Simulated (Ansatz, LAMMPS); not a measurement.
# Electronic structure of glassy 67P2O5-33MgO (mol %) (80 atoms)

Aim: energy, forces and density of states of glassy 67P2O5-33MgO (mol %) (80 atoms) at a fixed geometry.

Calculated with Ansatz 0.2.0; Kohn-Sham DFT, r2SCAN, PAW (set soft_2), plane waves.

**1. The structure**

The cell holds 80 atoms: 20 P, 5 Mg and 55 O. Its edges and angles: a = 10.705 Å, b = 10.705 Å, c = 10.705 Å, α = 90.0°, β = 90.0°, γ = 90.0°. 80 atoms (20 P, 5 Mg, 55 O) placed at random at 2.19 g/cm³, melted at 4000 K for 10 ps at fixed volume with the Morse and Coulomb pair potential with partial charges (Pedone, Malavasi, Menziani, Cormack and Segre, J. Phys. Chem. B 110, 11780 (2006)). Quenched from 4000 K to 300 K at 25 K/ps and fixed volume, held 5 ps.

What the set-up can't give: The quench rate of 25 K/ps is orders of magnitude faster than experiment, which tends to freeze in extra defects. The starting topology of bonds comes from the classical model, and needn't be the one that DFT or experiment would give. The Brillouin zone is sampled at Γ only, in a cell whose shortest periodic width is 11 Å.

**2. The classical run that made the cell**

A classical potential supplies the starting structure, since it reaches far longer times than DFT.

This step: classical MD, Morse and Coulomb pair potential with partial charges (Pedone, Malavasi, Menziani, Cormack and Segre, J. Phys. Chem. B 110, 11780 (2006)) (LAMMPS 22 Jul 2025 - Update 4).

The input, in.lmp:

```
# melt-quench of P20Mg5O55
units metal
atom_style charge
boundary p p p
region box block 0 10.7052 0 10.7052 0 10.7052
create_box 3 box
mass 1 30.9738   # P
mass 2 24.3050   # Mg
mass 3 15.9990   # O
create_atoms 1 random 20 317138 NULL overlap 1.5 maxtry 2000
create_atoms 2 random 5 317145 NULL overlap 1.5 maxtry 2000
create_atoms 3 random 55 317152 NULL overlap 1.5 maxtry 2000
pair_style hybrid/overlay pedone 5.5 coul/long 8.0
pair_coeff * * coul/long
pair_coeff 1 3 pedone 0.831326 2.585833 1.800790 1   # P-O
pair_coeff 2 3 pedone 0.038908 2.281000 2.586153 5   # Mg-O
pair_coeff 3 3 pedone 0.042395 1.379316 3.618701 22   # O-O
set type 1 charge 3
set type 2 charge 1.2
set type 3 charge -1.2
kspace_style pppm 1.0e-4
neigh_modify delay 0 every 1 check yes
thermo_style custom step time temp pe press density
thermo_modify norm yes
timestep 0.002
thermo 100
min_style cg
minimize 1e-4 1e-4 200 2000
reset_timestep 0
velocity all create 4000 317139 mom yes dist gaussian
fix lim all nve/limit 0.05
fix lan all langevin 4000 4000 0.2 317140 zero yes
thermo 500
run 1000 post no
# [... 7 lines left out ...]
fix md all nvt temp 4000 300 0.2
run 74000 post no
unfix md
thermo 1250
fix md all nvt temp 300 300 0.2
run 2500 post no
unfix md
write_dump all custom glass.dump id type xs ys zs modify sort id
```

Started as:

```bash
> lmp -in in.lmp -log none -nocite
```

Log:

```text
LAMMPS (22 Jul 2025 - Update 4)
Created orthogonal box = (0 0 0) to (10.7052 10.7052 10.7052)
Created 20 atoms
Created 5 atoms
Created 55 atoms
PPPM initialization ...
  G vector (1/distance) = 0.3838955
  grid = 12 12 12
  estimated relative force accuracy = 6.7697704e-05
   Step          Time           Temp          PotEng         Press         Density
         0   0              0             -2.2162314      553964.73      2.193983
       100   0.2            0             -20.759296     -11450.147      2.193983
       112   0.224          0             -20.832345     -26761.288      2.193983
Loop time of 0.0597572 s on 1 MPI rank(s) for 112 steps with 80 atoms
Minimization stats:
  Stopping criterion = energy tolerance
  Energy initial, next-to-last, final =
     -2.21623139705367   -20.830351246847  -20.8323446787265
  Force two-norm initial, final = 352.27174 3.5785959
  Iterations, force evaluations = 112 163
   Step          Time           Temp          PotEng         Press         Density
         0   0              4000          -20.832345      8800.7354      2.193983
       500   1              1921.2351     -20.686833     -9211.2971      2.193983
      1000   2              2226.192      -20.695547      9451.485       2.193983
Loop time of 0.306236 s on 1 MPI rank(s) for 1000 steps with 80 atoms
   Step          Time           Temp          PotEng         Press         Density
      1000   2              2226.192      -20.695547      9451.485       2.193983
      1666   3.332          4447.7668     -20.355716      9419.5845      2.193983
      2499   4.998          3899.5731     -20.463107     -67922.293      2.193983
      3332   6.664          4356.4793     -20.388851     -10358.292      2.193983
      4165   8.33           4111.4583     -20.412772      1860.8565      2.193983
      4998   9.996          4042.8438     -20.402394      34580.734      2.193983
[... 2 lines left out ...]
Loop time of 1.57275 s on 1 MPI rank(s) for 5000 steps with 80 atoms
   Step          Time           Temp          PotEng         Press         Density
[... 11 lines left out ...]
     80000   160            342.01496     -20.975771     -31695.513      2.193983
Loop time of 22.4645 s on 1 MPI rank(s) for 74000 steps with 80 atoms
   Step          Time           Temp          PotEng         Press         Density
     80000   160            342.01496     -20.975771     -31695.513      2.193983
     81250   162.5          340.171       -20.975778     -16428.576      2.193983
     82500   165            247.70758     -20.978419     -19900.429      2.193983
Loop time of 0.69856 s on 1 MPI rank(s) for 2500 steps with 80 atoms
```

Elapsed: 25 s, on 1 thread of Arm Neoverse V2, shared host; peak memory 0.07 GiB.

**3. Plane-wave single point**

The electrons are solved once, with the atoms held.

The input, input.yaml:

```yaml
crystal:
  lattice:
    - [10.7052, 0.0, 0.0]
    - [0.0, 10.7052, 0.0]
    - [0.0, 0.0, 10.7052]
  atoms:
    - { symbol: P, position: [0.1115, 0.72465, 0.05747] }
    - { symbol: P, position: [0.03649, 0.18531, 0.70716] }
    - { symbol: P, position: [0.66448, 0.16342, 0.90191] }
    - { symbol: P, position: [0.65601, 0.41607, 0.55274] }
    - { symbol: P, position: [0.4178, 0.75828, 0.68007] }
    - { symbol: P, position: [0.54744, 0.15902, 0.63922] }
    - { symbol: P, position: [0.85247, 0.9416, 0.93789] }
    - { symbol: P, position: [0.50064, 0.18332, 0.14175] }
    - { symbol: P, position: [0.83767, 0.06853, 0.27518] }
    - { symbol: P, position: [0.16114, 0.33048, 0.49368] }
    - { symbol: P, position: [0.01424, 0.54783, 0.38758] }
    - { symbol: P, position: [0.38239, 0.63848, 0.12545] }
    - { symbol: P, position: [0.68938, 0.95238, 0.49572] }
    - { symbol: P, position: [0.49486, 0.55024, 0.86517] }
    - { symbol: P, position: [0.09889, 0.95069, 0.24704] }
    - { symbol: P, position: [0.7733, 0.56777, 0.77222] }
    - { symbol: P, position: [0.93219, 0.50994, 0.11191] }
    - { symbol: P, position: [0.07726, 0.34688, 0.94418] }
    - { symbol: P, position: [0.23614, 0.13214, 0.06894] }
    - { symbol: P, position: [0.87813, 0.82061, 0.67486] }
    - { symbol: Mg, position: [0.55981, 0.88566, 0.23024] }
    - { symbol: Mg, position: [0.37542, 0.53893, 0.43387] }
    - { symbol: Mg, position: [0.72196, 0.37776, 0.24783] }
    - { symbol: Mg, position: [0.19662, 0.9346, 0.82196] }
    - { symbol: Mg, position: [0.16905, 0.80256, 0.50472] }
    - { symbol: O, position: [0.87424, 0.90406, 0.79416] }
    - { symbol: O, position: [0.90304, 0.61786, 0.43711] }
    - { symbol: O, position: [0.01429, 0.62595, 0.07759] }
    - { symbol: O, position: [0.8768, 0.52231, 0.84998] }
    - { symbol: O, position: [0.81152, 0.69648, 0.71791] }
    - { symbol: O, position: [0.11575, 0.78395, 0.93037] }
    - { symbol: O, position: [0.27046, 0.0431, 0.96982] }
    - { symbol: O, position: [0.76024, 0.00279, 0.17511] }
    - { symbol: O, position: [0.34784, 0.71553, 0.56452] }
    - { symbol: O, position: [0.9528, 0.01214, 0.99527] }
    - { symbol: O, position: [0.79494, 0.50671, 0.12943] }
    - { symbol: O, position: [0.54585, 0.80413, 0.66368] }
    - { symbol: O, position: [0.1241, 0.63586, 0.38246] }
    - { symbol: O, position: [0.61169, 0.05243, 0.56589] }
    - { symbol: O, position: [0.04634, 0.28108, 0.82266] }
    - { symbol: O, position: [0.96704, 0.00738, 0.27247] }
    - { symbol: O, position: [0.73384, 0.39399, 0.43489] }
    - { symbol: O, position: [0.47252, 0.41613, 0.847] }
    - { symbol: O, position: [0.09281, 0.82685, 0.16151] }
    - { symbol: O, position: [0.73697, 0.47526, 0.66136] }
    - { symbol: O, position: [0.44547, 0.75924, 0.16134] }
    - { symbol: O, position: [0.74167, 0.03789, 0.92092] }
    - { symbol: O, position: [0.98506, 0.50566, 0.25321] }
    - { symbol: O, position: [0.61075, 0.28141, 0.58786] }
    - { symbol: O, position: [0.98615, 0.40563, 0.03483] }
    - { symbol: O, position: [0.05977, 0.43478, 0.46449] }
    - { symbol: O, position: [0.78784, 0.89019, 0.58186] }
    - { symbol: O, position: [0.18195, 0.4388, 0.92596] }
    - { symbol: O, position: [0.14099, 0.23582, 0.01948] }
    - { symbol: O, position: [0.40566, 0.15963, 0.63228] }
    - { symbol: O, position: [0.00307, 0.80657, 0.61841] }
    - { symbol: O, position: [0.16101, 0.92318, 0.36674] }
    - { symbol: O, position: [0.77706, 0.02766, 0.40158] }
    - { symbol: O, position: [0.54075, 0.49358, 0.5266] }
    - { symbol: O, position: [0.56705, 0.16993, 0.01204] }
    - { symbol: O, position: [0.17123, 0.0508, 0.17216] }
    - { symbol: O, position: [0.90042, 0.16451, 0.67888] }
    - { symbol: O, position: [0.18125, 0.25024, 0.38142] }
    - { symbol: O, position: [0.09953, 0.06292, 0.73552] }
    - { symbol: O, position: [0.35841, 0.19832, 0.10784] }
    - { symbol: O, position: [0.37248, 0.56032, 0.23949] }
    - { symbol: O, position: [0.27582, 0.40922, 0.51718] }
    - { symbol: O, position: [0.84108, 0.20643, 0.26327] }
    - { symbol: O, position: [0.59333, 0.1523, 0.77512] }
    - { symbol: O, position: [0.61229, 0.87455, 0.41003] }
    - { symbol: O, position: [0.4983, 0.05933, 0.20564] }
    - { symbol: O, position: [0.55552, 0.28531, 0.21225] }
    - { symbol: O, position: [0.63696, 0.57259, 0.83777] }
    - { symbol: O, position: [0.82934, 0.80988, 0.98373] }
    - { symbol: O, position: [0.24772, 0.67696, 0.08493] }
    - { symbol: O, position: [0.43379, 0.64469, 0.77361] }
    - { symbol: O, position: [0.44874, 0.5948, 0.99815] }
    - { symbol: O, position: [0.10001, 0.2599, 0.60049] }
    - { symbol: O, position: [0.74076, 0.27568, 0.91103] }
    - { symbol: O, position: [0.33384, 0.8622, 0.73428] }
kpoints:
  mp_grid: { grid: [1, 1, 1] }
hamiltonian:
  xc: r2scan
scf:
  occupations: { method: fixed }
output:
  forces: true
  stress: true
  populations: true
  dos:
    method: { smearing: { sigma: 0.15 } }
    de: 0.1
    projected: { site_lists: { Mg: [Mg], O: [O], P: [P] } }
  eigenvalues: true
  write_density: true
  write_potential: true
  volumetric_format: npy
```

Started as:

```bash
> ansatz run input.yaml --threads 8 --pin off --max-ram 15872MiB --backend cpu --events-out ev --progress --plain --runs-dir out
```

Log:

```text
Engine: ansatz 0.2.0, aarch64-unknown-linux-gnu
Pseudopotentials: kind: paw
Pseudopotential: P, paw, valence charge 5, recommended cutoff 500 eV (meta_gga), P.paw.azcp
Pseudopotential: Mg, paw, valence charge 10, recommended cutoff 500 eV (meta_gga), Mg.paw.azcp
Pseudopotential: O, paw, valence charge 6, recommended cutoff 500 eV (meta_gga), O.paw.azcp
[... 6 lines on functional and potentials left out ...]
Crystal: 80 atoms, lattice volume = 1226.830 Å³
Basis set: ecut = 500 eV, 31103 PW (Γ), exchange–correlation on 320×320×320 points (64 copies of the dense FFT grid, shifted against one another)
Bands: 320, of which v1, the nominal top of the filled ones, is band 240 counted from 1 (239 counted from 0)
Symmetry: 1 space group operations
Space group: P1 (ITA 1), of the structure as read, at distance tolerance 1.1e-4 Å
k-points: 1
[... 10 lines on functional and potentials left out ...]
Initial density: superposition of atomic densities (neutral atoms: chi_scale 0, normalization atom), corrected by the library's trained network
Initial wavefunctions: pseudopotential atomic-orbital guess
Functional: x = r2scan, c = r2scan; τ floored in thin density (d = 2e-4 eV/Å³)
SCF iter   1: F=—  HF=-56113.934860 eV  |F-HF|=—  |Δ(HF+E_count)|=         —  Δρ=1.00e-2  dr2=1.62e0  dr2_τ=7.97e0  ethr=1.77e-3  ⟨swp⟩=6.0  Hψ=1309  notcnv=0  defer=78
preconditioner: auto → Resta (q_TF=auto, 2.333 Å⁻¹)  ε∞=2.6  [insulator: Δε(μ)=3.561 eV  Ē_g=17.422 eV  n_scr=250 (ndim 8)  ℏωp=22.2 eV  f_vac=0.257  ε∞_Penn≈2.6]
SCF iter   2: F=—  HF=-56115.357749 eV  |F-HF|=—  |Δ(HF+E_count)|=    1.42e0  Δρ=5.67e-3  dr2=2.97e-1  dr2_τ=4.06e-2  ethr=3.37e-4  ⟨swp⟩=3.0  Hψ=574  notcnv=0  defer=78
SCF iter   3: F=—  HF=-56115.299349 eV  |F-HF|=—  |Δ(HF+E_count)|=   5.84e-2  Δρ=2.16e-3  dr2=6.96e-2  dr2_τ=8.68e-3  ethr=6.18e-5  ⟨swp⟩=3.0  Hψ=471  notcnv=0  defer=78
SCF iter   4: F=—  HF=-56115.285946 eV  |F-HF|=—  |Δ(HF+E_count)|=   1.34e-2  Δρ=8.26e-4  dr2=8.24e-3  dr2_τ=1.16e-3  ethr=1.45e-5  ⟨swp⟩=4.0  Hψ=494  notcnv=0  defer=78
SCF iter   5: F=—  HF=-56115.285329 eV  |F-HF|=—  |Δ(HF+E_count)|=   6.16e-4  Δρ=2.80e-4  dr2=1.26e-3  dr2_τ=1.07e-4  ethr=1.72e-6  ⟨swp⟩=2.0  Hψ=547  notcnv=0  defer=78
SCF iter   6: F=—  HF=-56115.285628 eV  |F-HF|=—  |Δ(HF+E_count)|=   2.98e-4  Δρ=1.44e-4  dr2=2.40e-4  dr2_τ=3.26e-5  ethr=2.61e-7  ⟨swp⟩=3.0  Hψ=497  notcnv=0  defer=78
SCF iter   7: F=—  HF=-56115.285656 eV  |F-HF|=—  |Δ(HF+E_count)|=   2.88e-5  Δρ=4.81e-5  dr2=2.63e-5  dr2_τ=3.57e-6  ethr=4.99e-8  ⟨swp⟩=3.0  Hψ=443  notcnv=0  defer=74
SCF iter   8: F=—  HF=-56115.285754 eV  |F-HF|=—  |Δ(HF+E_count)|=   9.79e-5  Δρ=2.03e-5  dr2=5.05e-6  dr2_τ=5.73e-7  ethr=5.47e-9  ⟨swp⟩=3.0  Hψ=603  notcnv=0  defer=74
SCF iter   9: F=—  HF=-56115.285756 eV  |F-HF|=—  |Δ(HF+E_count)|=   2.15e-6  Δρ=7.23e-6  dr2=6.43e-7  dr2_τ=7.13e-8  ethr=1.05e-9  ⟨swp⟩=3.0  Hψ=437  notcnv=0  defer=74
SCF iter  10: F=—  HF=-56115.285757 eV  |F-HF|=—  |Δ(HF+E_count)|=   4.96e-7  Δρ=3.18e-6  dr2=1.18e-7  dr2_τ=1.40e-8  ethr=1.34e-10  ⟨swp⟩=3.0  Hψ=504  notcnv=0  defer=74
SCF iter  11: F=-56115.285757 eV  HF=-56115.285757 eV  |F-HF|=1.63e-8  |Δ(HF+E_count)|=   1.23e-7  Δρ=8.70e-7  dr2=1.02e-8  dr2_τ=1.13e-9  ethr=2.08e-11  ⟨swp⟩=30.0  Hψ=3687  notcnv=0
SCF 1 converged in 11 iterations: F = -56115.285757 eV  dr2 = 1.02e-8
  greatest PAW one-centre occupation: 1.000 electrons in one spin orbital (limit 2), on the Mg atom at site 23 (counted from 0), in its partial waves of l = 0
WARN: The input density's exchange-correlation potential varies sharply where the density is thin. Do not read a vacuum level from v_tot or v_xc, or from such a field of the output density. On a cell that repeats whose density bears no net charge and no dipole along the vacuum's axis use v_es (v_loc + v_h of the components); [...]
SCF converged after 11 iterations
Free energy (F): -56115.285757 eV
Harris-Foulkes:  -56115.285757 eV  (|F-HF|=1.63e-8)
Internal energy: -56115.285757 eV  (E = F + TS)
E sigma→0 (E₀):  -56115.285757 eV
Fermi energy:    2.389205 eV
--- Per-component energies (eV) ---
  E_band       = -5176.438123
  E_kinetic    = 11755.769930
  E_local      = -44092.674319  (includes V_loc(G=0)·N_el)
  E_nonlocal   = 3677.660448
  E_hartree    = 16427.197710
  E_xc         = -5363.722752
  E_vxc        = -7388.907765  (∫ρ·V_xc dr)
  E_paw        = -21837.197010  (= ΣΔE_a)
  E_vpaw       = -2465.048731  (= ΣTr[D̂ρ^β])
  E_aug_tail   = 0.059092  (compensation charges beyond the density's cutoff)
  E_vtau       = 482.306143  (kinetic-family band-sum trace: ∫τ·v_τ [+ j·A + Jᵃ·Aᵃ] dr)
  E_ewald      = -16678.674221
  E_core_change = -3.704634  (= ΣΔE_core)
  E_smearing   = -0.000000  (= −TS)
  E_closure    = 0.000000  (closes the sum)
  Σ components = -56115.285757   (vs F -56115.285757, Δ=0.00e0)
--- Forces (eV/Å), atoms counted from 1 ---
  atom   1  P      2.99598006     3.72458125    -3.36571141
  atom   2  P     -4.46118826    -3.01157799    -0.51702448
  atom   3  P      2.94480506     0.71237858     1.29229029
  atom   4  P     -0.94392382     1.28472474    -4.09618047
  atom   5  P      0.29363452     3.22416671    -0.07538985
  atom   6  P     -5.71483664     2.54839533    -0.07387692
  atom   7  P     -0.09016009    -3.64713394     2.01992329
  atom   8  P      0.78268870    -3.67107676     0.42502481
  atom   9  P     -5.17465080     0.34174843    -4.27566305
  atom  10  P      3.36664373     0.61670824    -5.04237141
  atom  11  P     -0.99708128     4.19644005     3.64012456
  atom  12  P      1.41506772     2.04656301     1.16304407
  atom  13  P      0.31247494    -0.07252116    -2.74017405
  atom  14  P     -1.01008783    -2.28183022    -2.04651294
[...]
atom  79  O      0.15500493     0.04302909    -0.22637338
  atom  80  O     -0.79357937    -0.88971320     0.55447771
  max |Σ_I F_I| component: 1.64e-4 eV/Å
--- Stress (GPa, compression-positive) ---
       -4.586748       0.330811      -0.152660
        0.330811      -4.075586      -0.579309
       -0.152659      -0.579309      -3.658842
  P = ⅓ Tr σ = -4.1071 GPa (-41.071 kbar)
--- Band table (eV) ---
  k-point 0: bands = ["-76.1882", "-75.7944", "-75.6109", "-75.1415", [... 304 levels ...], "11.8146", "11.8504", "11.9439", "11.9619", "11.9854", "12.0679", "12.1451", "12.1900", "12.2890", "12.3389", "12.4014", "12.4626"]
--- Löwdin populations: 80 sites ---
  site symbol       q [e]
     0      P      2.6354
     1      P      2.7157
     2      P      2.6793
[...]
79      O      7.0430
  spilling = 0.016947 (of n_electrons = 480.000000)
```

Wall time 22 s (8 threads of Arm Neoverse V2, shared host); peak memory 3.1 GiB.

In the SCF lines HF is the Harris–Foulkes energy and dr2 the Hartree energy of the density residual, in eV; the loop may stop once dr2 is under the threshold and the program's other checks hold. Hψ counts applications of the Hamiltonian.

The program notes that the exchange-correlation potential is rough where the density is thin.

Numbers from this run:

```yaml
free_energy: -56115.2858 eV
free_energy_per_atom: -701.4411 eV/atom
scf_cycles: 11
pressure: -4.107 GPa
r_m_s_force_component: 1.72 eV/Å
longest_force: 8.997 eV/Å
fermi_energy: 2.389 eV
spacing_of_highest_filled_and_lowest_empty_level: 2.831 eV
spilling_of_the_projection: 0.01695
```

Neighbours are counted within 2.02 Å (O-P), 2.48 Å (O-Mg).

Length of the force by element and coordination:

```csv
element,coordination,atoms,mean length of the force (eV/Å),spread,least,most
Mg,all,5,1.42,0.358,1.08,1.96
Mg,3,1,1.18,0,1.18,1.18
Mg,4,4,1.49,0.377,1.08,1.96
O,all,55,1.88,1.05,0.210,4.92
O,1,12,1.78,0.934,0.278,4.27
O,2,42,1.89,1.08,0.210,4.92
O,3,1,2.95,0,2.95,2.95
P,all,20,4.34,1.84,0.820,9.00
```

States in the cell by windows of 1 eV, zero at the Fermi level; the larger projections on atomic orbitals stand beside the total:

```csv
from (eV),to (eV),total,O p,P p,O s
-14,-13,7.3,4.6,1.2,0.6
-13,-12,11.7,7.8,2.3,0.6
-12,-11,12.4,8.7,2.9,0.3
-11,-10,6.5,4.6,1.5,0.1
-10,-9,0.4,0.3,0.1,0.0
-9,-8,11.8,8.9,1.1,1.1
-8,-7,25.9,20.4,2.0,2.2
-7,-6,39.7,33.4,2.6,2.3
-6,-5,37.1,32.3,2.0,1.7
-5,-4,41.1,36.6,1.7,1.5
-4,-3,36.4,33.2,1.2,1.0
-3,-2,36.4,33.8,1.2,0.5
-2,-1,29.9,28.0,1.1,0.2
-1,0,20.3,19.4,0.4,0.1
0,1,0.9,0.9,0.0,0.0
1,2,0.0,0.0,0.0,0.0
2,3,1.9,0.1,0.3,0.4
3,4,3.2,0.4,0.7,0.6
4,5,10.0,1.3,2.3,1.6
```

With fixed occupations the program's Fermi level is the highest filled level; weight inside the gap is the broadening of levels at its edges.

Between -26 and -14 eV lie 120 more states.

The stored curve holds about 438 of the 480 electrons; the rest, give or take the few that broadening carries across the Fermi level, lie in deeper levels below its range.

The levels nearest the highest filled one (over half full), pooled over k-points and spins:

```csv
level less the highest filled one (eV),occupation
-0.539,2
-0.484,2
-0.404,2
-0.292,2
-0.178,2
0,2
2.83,0
3.75,0
4.01,0
4.23,0
4.49,0
4.64,0
```

(Continued in part 2 of 2.)

[Logs are printed without paths, hosts, clocks, repeated set-up lines and the standing remarks that a program may print on its own settings, such as how far it seeks lower states.]

[Hosts, paths, dates, database ids (printed as entryN), source tags and the programs' standing remarks are cut or masked in the printed files.]
